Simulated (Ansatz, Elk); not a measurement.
# Bonding as seen by X-rays: ZrCoCl6

The structure of ZrCoCl6 used here is made up (a known structure type with other elements) and was relaxed beforehand with PBEsol. The aim is the Fourier transform of its all-electron density, F(hkl), set beside the sum over free spherical atoms that refinements use.

Program: Elk 11.2.3 (patched build). Level of theory: DFT, PBE, all-electron APW+lo, Dirac cores, scalar-relativistic bands, static density, ferromagnetic start. Results are calculated unless marked as measured.

The structure was built from a prototype and need not be the compound's stable phase.

## (1) The structure

It takes space group Fm-3m (No. 225, cubic). The conventional cell has a = 9.632 Å, b = 9.632 Å, c = 9.632 Å, α = 90.00°, β = 90.00°, γ = 90.00°. Nearest to Zr lie 6 Cl at 2.45 Å. Nearest to Co lie 6 Cl at 2.37 Å. Nearest to Cl lie 1 Co at 2.37 Å and 1 Zr at 2.45 Å. Farther neighbours and most contacts between anions are not listed.

## (2) Ground state and structure factors

An all-electron density is needed, since X-rays see the cores too. Task 0 finds the density and task 195 Fourier-transforms it; tshift is off so that phases refer to the origin typed.

Contents of elk.in:

```
tasks
  0
  195
  196

xctype
  20

spinpol
  .true.

rgkmax
  7.0

gmaxvr
  14.0

lmaxo
  7

lmaxapw
  8

swidth
  0.002

tshift
  .false.

ramdisk
  .false.

hmaxvr
  5.5

maxscl
  120

epspot
  1e-06

reducebf
  0.8

sppath
  './'

avec
  0.00000000000 9.10049504985 9.10049504985
  9.10049504985 -0.00000000000 9.10049504985
  9.10049504985 9.10049504985 0.00000000000

atoms
  3
  'Zr.in'
  1
  0.5000000000 0.5000000000 0.5000000000   0.000000 0.000000 0.000000
  'Co.in'
  1
  0.0000000000 -0.0000000000 0.0000000000   0.000000 0.000000 -0.120000
  'Cl.in'
  6
  0.7539386924 0.7539386924 0.2460613076   0.000000 0.000000 0.000000
  0.2460613076 0.2460613076 0.7539386924   0.000000 0.000000 0.000000
  0.7539386924 0.2460613076 0.7539386924   0.000000 0.000000 0.000000
  0.2460613076 0.7539386924 0.7539386924   0.000000 0.000000 0.000000
  0.2460613076 0.7539386924 0.2460613076   0.000000 0.000000 0.000000
  0.7539386924 0.2460613076 0.2460613076   0.000000 0.000000 0.000000

ngridk
  4 4 4
```

On the command line:

```sh
$ OMP_NUM_THREADS=4 elk
```

Numbers of over 12 decimals in the logs are rounded to 6 here.

Log:

```text
┌─────────────────────────┐
│ Elk code version 11.2.3 │
└─────────────────────────┘

All units are atomic (Hartree, Bohr, etc.)

┌─────────────────────────────────────────────────┐
│ Ground-state run starting from atomic densities │
└─────────────────────────────────────────────────┘

Lattice vectors :
   0.000000000       9.100495050       9.100495050
   9.100495050      -0.000000000       9.100495050
   9.100495050       9.100495050       0.000000000

Reciprocal lattice vectors :
 -0.3452111821      0.3452111821      0.3452111821
  0.3452111821     -0.3452111821      0.3452111821
  0.3452111821      0.3452111821     -0.3452111821

Unit cell volume      :    1507.387984
Brillouin zone volume :   0.1645563160

Muffin-tin inner radius fraction :   0.1000000000E-01

Nuclei treated as point charges

Species : 1 (Zr)
 parameters loaded from : Zr.in
 name : zirconium
 nuclear charge    :   -40.00000000
 electronic charge :    40.00000000
 atomic mass :    166291.1793
 muffin-tin radius :    2.476465131
 number of radial points in muffin-tin :   1193
 inner part over the whole radius :   0.9975577730E-02
 number on inner part of muffin-tin    :    847
 approximate nuclear radius :   0.8202877663E-04
 number of mesh points to nuclear radius :    418
 atomic positions (lattice), magnetic fields (Cartesian) :
  1 :   0.50000000  0.50000000  0.50000000    0.00000000  0.00000000  0.00000000

Species : 2 (Co)
 parameters loaded from : Co.in
 name : cobalt
 nuclear charge    :   -27.00000000
 electronic charge :    27.00000000
 atomic mass :    107428.6517
 muffin-tin radius :    2.364278139
 number of radial points in muffin-tin :    993
 inner part over the whole radius :   0.9884917347E-02
 number on inner part of muffin-tin    :    700
 approximate nuclear radius :   0.7243775530E-04
 number of mesh points to nuclear radius :    333
 atomic positions (lattice), magnetic fields (Cartesian) :
  1 :   0.00000000  0.00000000  0.00000000    0.00000000  0.00000000 -0.12000000

Species : 3 (Cl)
 parameters loaded from : Cl.in
 name : chlorine
 nuclear charge    :   -17.00000000
 electronic charge :    17.00000000
 atomic mass :    64626.86550
 muffin-tin radius :    2.064281285
 number of radial points in muffin-tin :    793
 inner part over the whole radius :   0.9990634384E-02
 number on inner part of muffin-tin    :    554
 approximate nuclear radius :   0.6305718926E-04
 number of mesh points to nuclear radius :    254
 atomic positions (lattice), magnetic fields (Cartesian) :
  1 :  -0.24606131 -0.24606131  0.24606131    0.00000000  0.00000000  0.00000000
  2 :   0.24606131  0.24606131 -0.24606131    0.00000000  0.00000000  0.00000000
  3 :  -0.24606131  0.24606131 -0.24606131    0.00000000  0.00000000  0.00000000
  4 :   0.24606131 -0.24606131 -0.24606131    0.00000000  0.00000000  0.00000000
  5 :   0.24606131 -0.24606131  0.24606131    0.00000000  0.00000000  0.00000000
  6 :  -0.24606131  0.24606131  0.24606131    0.00000000  0.00000000  0.00000000

Total number of atoms per unit cell :    8
Total muffin-tin volume :    340.0557561
 ratio of muffin-tin to unit cell volume :   0.2255927205

Spin treatment :
 spin-polarised
 global magnetic field (Cartesian) :    0.000000000       0.000000000       0.000000000
 collinear magnetisation in z-direction

Number of Bravais lattice symmetries :   48
Number of crystal symmetries         :   48
Crystal has inversion symmetry
Real symmetric eigensolver will be used

k-point grid :      4     4     4
k-point offset :    0.000000000       0.000000000       0.000000000
k-point set is reduced with full crystal symmetry group
Total number of k-points :        8

Muffin-tin radius times maximum |G+k| :    7.000000000
 using average radius
Maximum |G+k| for APW functions       :    3.250818470
Maximum (1/2)|G+k|²                   :    5.283910364
Maximum |G| for potential and density :    14.00000000
Constant for pseudocharge density :    9
 order of it for each species :   16  16  16
[...]
[... loops 3 to 15 left out ...]

┌──────────────────┐
│ Loop number : 16 │
└──────────────────┘

Energies :
 Fermi                       :     0.28071723866472E-01
 sum of occupied eigenvalues :     -4524.5982664296
 electron kinetic            :      7916.4848724733
 core electron kinetic       :      7598.1198240651
 Coulomb                     :     -15335.294866005
 Coulomb potential           :     -11995.786004503
 nuclear-nuclear             :     -778.18576022356
 electron-nuclear            :     -17133.476981524
 Hartree                     :      2576.3678757431
 Madelung                    :     -9337.4018637532
 xc potential                :     -445.15943007487
 xc effective B-field        :    -0.137670
 external B-field            :      0.000000
 exchange                    :     -335.90698089403
 correlation                 :     -7.305745
 electron entropic           :    -0.25066909637430E-02
 total energy                :     -7762.0252256210
 (external B-field energy excluded from total)

Density of states at Fermi energy :    205.2290865
 (states/Hartree/unit cell)

Estimated indirect band gap :   0.2923782165E-02
 from k-point 3 to k-point 5
Estimated direct band gap   :   0.6387239783E-02
 at k-point 8

Charges :
 core                        :    100.0000000
 valence                     :    69.00000000
 interstitial                :    13.80168207
 muffin-tins (core leakage)
  species : 1 (Zr)
[...]
species : 2 (Co)
[...]
species : 3 (Cl)
[...]
total in muffin-tins        :    155.1983179
 total calculated charge     :    168.9968247
 total charge                :    169.0000000
 error                       :   0.3175335801E-02

Moments :
 interstitial                :   0.9700757520E-01
 muffin-tins
  species : 1 (Zr)
[...]
species : 2 (Co)
[...]
species : 3 (Cl)
[...]
total in muffin-tins        :    2.902859275
 total moment                :    2.999866850

RMS change in Kohn-Sham potential (target) :   0.8495349754E-06 (  0.1000000000E-05)
Absolute change in total energy (target)   :   0.5681235234E-04 (  0.1000000000E-03)

Convergence targets achieved

┌──────────────────┐
│ Loop number : 17 │
└──────────────────┘

Energies :
 Fermi                       :     0.28069496495475E-01
 sum of occupied eigenvalues :     -4524.5982291073
 electron kinetic            :      7916.4849093234
 core electron kinetic       :      7598.1198214280
 Coulomb                     :     -15335.294899276
 Coulomb potential           :     -11995.785936623
 nuclear-nuclear             :     -778.18576022356
 electron-nuclear            :     -17133.477117436
 Hartree                     :      2576.3679783833
 Madelung                    :     -9337.4019309650
 xc potential                :     -445.15950575660
 xc effective B-field        :    -0.137667
 external B-field            :      0.000000
 exchange                    :     -335.90698282591
 correlation                 :     -7.305745
 electron entropic           :    -0.25066869449306E-02
 total energy                :     -7762.0252241908
 (external B-field energy excluded from total)

Density of states at Fermi energy :    205.2286454
 (states/Hartree/unit cell)

Estimated indirect band gap :   0.2923866717E-02
 from k-point 3 to k-point 5
Estimated direct band gap   :   0.6387251314E-02
 at k-point 8

Charges :
 core                        :    100.0000000
 valence                     :    69.00000000
 interstitial                :    13.80167845
 muffin-tins (core leakage)
  species : 1 (Zr)
[...]
species : 2 (Co)
[...]
species : 3 (Cl)
[...]
atom 4                    :    15.30803325     (  0.4233468369E-04)
   atom 5                    :    15.30803325     (  0.4233468369E-04)
   atom 6                    :    15.30803325     (  0.4233468369E-04)
 total in muffin-tins        :    155.1983215
 total calculated charge     :    168.9968247
 total charge                :    169.0000000
 error                       :   0.3175337634E-02

Moments :
 interstitial                :   0.9701726581E-01
 muffin-tins
  species : 1 (Zr)
[...]
species : 2 (Co)
[...]
species : 3 (Cl)
[...]
atom 4                    :   0.6313311560E-01
   atom 5                    :   0.6313311560E-01
   atom 6                    :   0.6313311560E-01
 total in muffin-tins        :    2.902849538
 total moment                :    2.999866804

┌──────────────────────────────┐
│ Self-consistent loop stopped │
└──────────────────────────────┘

Warning : core states of species 2 leak from the muffin-tin :   0.5597818865E-03

Wrote STATE.OUT
```

Wall time 3.2 min (4 threads of Arm Neoverse V2, shared host); peak memory 0.71 GiB.

SFACRHO.OUT:

```text

h k l indices transformed by vhmat matrix:
   1.000000000       0.000000000       0.000000000    
   0.000000000       1.000000000       0.000000000    
   0.000000000       0.000000000       1.000000000    

      h      k      l  multipl.   |H|            Re(F)            Im(F)           |F|

      0      0      0      1   0.0000000       169.00000     -0.17553713E-15   169.00000    
     -1     -1     -1      8  0.59792331      -9.4846518      0.49683125E-13   9.4846518    
      0     -1     -1      6  0.69042236       91.134022     -0.21736367E-13   91.134022    
      1      1      2     12  0.97640467       29.214103      0.42165284E-13   29.214103    
      2      1      0     24   1.1449360      -11.069234     -0.44453322E-13   11.069234    
      2      2      2      8   1.1958466      -22.236838      0.87517479E-13   22.236838    
      0     -2     -2      6   1.3808447       122.76532     -0.40040677E-13   122.76532    
     -1      0      2     24   1.5047407      -12.600197      0.39223520E-14   12.600197    
      2      1     -1     24   1.5438313       71.996846     -0.65372533E-14   71.996846    
     -3     -1      0     24   1.6911825       26.883703     -0.37017197E-13   26.883703    
      0     -3     -2     24   1.7937699      -6.3244351      0.82369392E-13   6.3244351    
      0      3      0      8   1.7937699      -14.009029     -0.40530971E-13   14.009029    
      0     -2      2     12   1.9528093       103.13231      0.19810858E-13   103.13231    
      2     -2     -1     48   2.0422969      -8.0382620     -0.61450181E-13   8.0382620    
      0      3     -1     24   2.0712671       62.459928      0.17568868E-13   62.459928    
      0      3      3      6   2.0712671       63.153888      0.74851550E-13   63.153888    
     -1     -4     -3     24   2.1833072       25.025064     -0.67333709E-13   25.025064    
     -1     -1      3     24   2.2637011      -9.6258275     -0.77139589E-13   9.6258275
```

Elk indexes on the primitive cell of elk.in and gives |H| = 4π sin θ/λ in inverse bohr. Below, one row stands for each form hkl of the conventional cell (m members, Friedel mates merged), F is for one primitive cell and the density is static (no thermal factor). Free-atom factors are Waasmaier and Kirfel's, and R is Σm||F|−|F'||/Σm|F|.

```csv
hkl,m,sin θ/λ (Å⁻¹),"abs F, DFT",neutral atoms,diff.,ions,diff.
111,8,0.090,9.485,9.495,-0.010,8.377,+1.108
200,6,0.104,91.134,91.031,+0.103,89.459,+1.675
220,12,0.147,29.214,29.565,-0.351,28.293,+0.921
311,24,0.172,11.069,11.206,-0.137,10.887,+0.183
222,8,0.180,22.237,21.501,+0.736,22.049,+0.188
400,6,0.208,122.765,122.326,+0.439,122.195,+0.570
331,24,0.226,12.600,12.794,-0.194,12.615,-0.015
420,24,0.232,71.997,72.007,-0.010,72.034,-0.037
422,24,0.254,26.884,27.095,-0.212,27.370,-0.487
511,24,0.270,6.324,6.107,+0.217,6.036,+0.289
333,8,0.270,14.009,14.160,-0.151,14.047,-0.038
440,12,0.294,103.132,103.251,-0.119,103.175,-0.043
531,48,0.307,8.038,7.948,+0.090,7.922,+0.116
442,24,0.311,62.460,62.581,-0.121,62.714,-0.254
600,6,0.311,63.154,62.947,+0.206,63.079,+0.075
620,24,0.328,25.025,24.853,+0.172,25.162,-0.137
533,24,0.340,9.626,9.588,+0.038,9.590,+0.036
622,24,0.344,10.968,11.170,-0.202,10.721,+0.247
444,8,0.360,92.263,92.396,-0.133,92.380,-0.116
711,24,0.371,11.257,11.092,+0.165,11.111,+0.146
551,24,0.371,4.419,4.377,+0.042,4.421,-0.002
640,24,0.374,56.861,56.857,+0.004,56.973,-0.112
```

The ions are Zr4+, Co2+ and Cl−, by formal charge.

## (3) The magnetisation density

The same run holds the spin density, and task 196 transforms it. The order is that of the start, and no other was tried.

SFACMAG_1.OUT:

```text

h k l indices transformed by vhmat matrix:
   1.000000000       0.000000000       0.000000000    
   0.000000000       1.000000000       0.000000000    
   0.000000000       0.000000000       1.000000000    

      h      k      l  multipl.   |H|            Re(F)            Im(F)           |F|

      0      0      0      1   0.0000000       2.9998669     -0.94540924E-18   2.9998669    
     -1     -1     -1      8  0.59792331       2.2384113      0.25536146E-17   2.2384113    
      0     -1     -1      6  0.69042236       2.4491362     -0.10214458E-16   2.4491362    
      1      1      2     12  0.97640467       2.0281840      0.10693261E-16   2.0281840    
      2      1      0     24   1.1449360       1.9353430     -0.51072291E-17   1.9353430    
      2      2      2      8   1.1958466       1.7071291      0.41496237E-17   1.7071291    
      0     -2     -2      6   1.3808447       1.9950420     -0.26174549E-16   1.9950420    
     -1      0      2     24   1.5047407       1.6653335      0.38304219E-17   1.6653335    
      2      1     -1     24   1.5438313       1.6972198      0.47880273E-17   1.6972198    
     -3     -1      0     24   1.6911825       1.4650552     -0.28728164E-17   1.4650552    
      0     -3     -2     24   1.7937699       1.4409951      0.71501208E-16   1.4409951    
      0      3      0      8   1.7937699       1.4330783     -0.22982531E-16   1.4330783    
      0     -2      2     12   1.9528093       1.3474779     -0.27050816E-17   1.3474779    
      2     -2     -1     48   2.0422969       1.2346192      0.19152109E-16   1.2346192    
      0      3     -1     24   2.0712671       1.1861976      0.95760546E-18   1.1861976    
      0      3      3      6   2.0712671       1.2840137      0.55860319E-16   1.2840137
```

The total moment is 3.00 μB a cell; sphere moments: Zr1 +0.06, Co2 +2.47, Cl3 +0.06, Cl4 +0.06, Cl5 +0.06, Cl6 +0.06, Cl7 +0.06, Cl8 +0.06 μB. Polarised neutrons measure spin and orbital magnetisation together; without spin-orbit coupling the run gives the spin part:

```csv
hkl,sin θ/λ (Å⁻¹),abs F_M (μB)
111,0.090,2.238
200,0.104,2.449
220,0.147,2.028
311,0.172,1.935
222,0.180,1.707
400,0.208,1.995
331,0.226,1.665
420,0.232,1.697
422,0.254,1.465
511,0.270,1.441
333,0.270,1.433
440,0.294,1.347
531,0.307,1.235
442,0.311,1.186
```

## (4) The highest occupied states alone

An energy window below the Fermi level keeps the highest occupied states, to see at which angles they scatter; shallow core shells can lie inside it and anion s states outside. No new self-consistency is needed.

elk.in, as its differences from that of step 2:

```diff
@@ -1,5 +1,3 @@
 tasks
-  0
   195
-  196
 
@@ -44,2 +42,5 @@
 
+wsfac
+  -0.523170 0.328070
+
 sppath
```

On the command line:

```sh
$ OMP_NUM_THREADS=4 elk
```

Log:

```text
┌─────────────────────────────────┐
│ Elk code version 11.2.3 started │
└─────────────────────────────────┘

Info(readinput): the functional depends on the density's gradient
 muffin-tin radial points multiplied by    2.00000
 (not where nrmtscf is given)

┌────────────────────┐
│ Current task : 195 │
└────────────────────┘
Info(checkmt): changed muffin-tin radius of species 1 (Zr) from   2.6000 to   2.4765
Info(checkmt): changed muffin-tin radius of species 2 (Co) from   2.4000 to   2.3643
Info(checkmt): changed muffin-tin radius of species 3 (Cl) from   2.2000 to   2.0643

Info(sfacrho): density structure factors written to SFACRHO.OUT

 Energy window :  -0.5231700000      0.3280700000

┌──────────────────┐
│ Elk code stopped │
└──────────────────┘
```

It took 29 s on 4 threads; peak memory 0.46 GiB.

States within 15 eV below the Fermi level hold 54.48 electrons; any levels below the window count with the cores, and a count that is not whole means the window cuts a band. Their amplitudes can exceed the total, where window and core parts have opposite phase:

```csv
hkl,sin θ/λ (Å⁻¹),"abs F, window","abs F, all"
111,0.090,6.191,9.485
200,0.104,19.353,91.134
220,0.147,1.266,29.214
311,0.172,4.814,11.069
222,0.180,12.744,22.237
400,0.208,19.033,122.765
331,0.226,3.831,12.600
420,0.232,7.941,71.997
422,0.254,1.332,26.884
511,0.270,3.694,6.324
```

(Part 1 of 2 ends here.)

[Logs are printed without paths, hosts, clocks, repeated set-up lines and the standing remarks that a program may print on its own settings, such as how far it seeks lower states.]

[Hosts, paths, dates, database ids (printed as entryN), source tags and the programs' standing remarks are cut or masked in the printed files.]
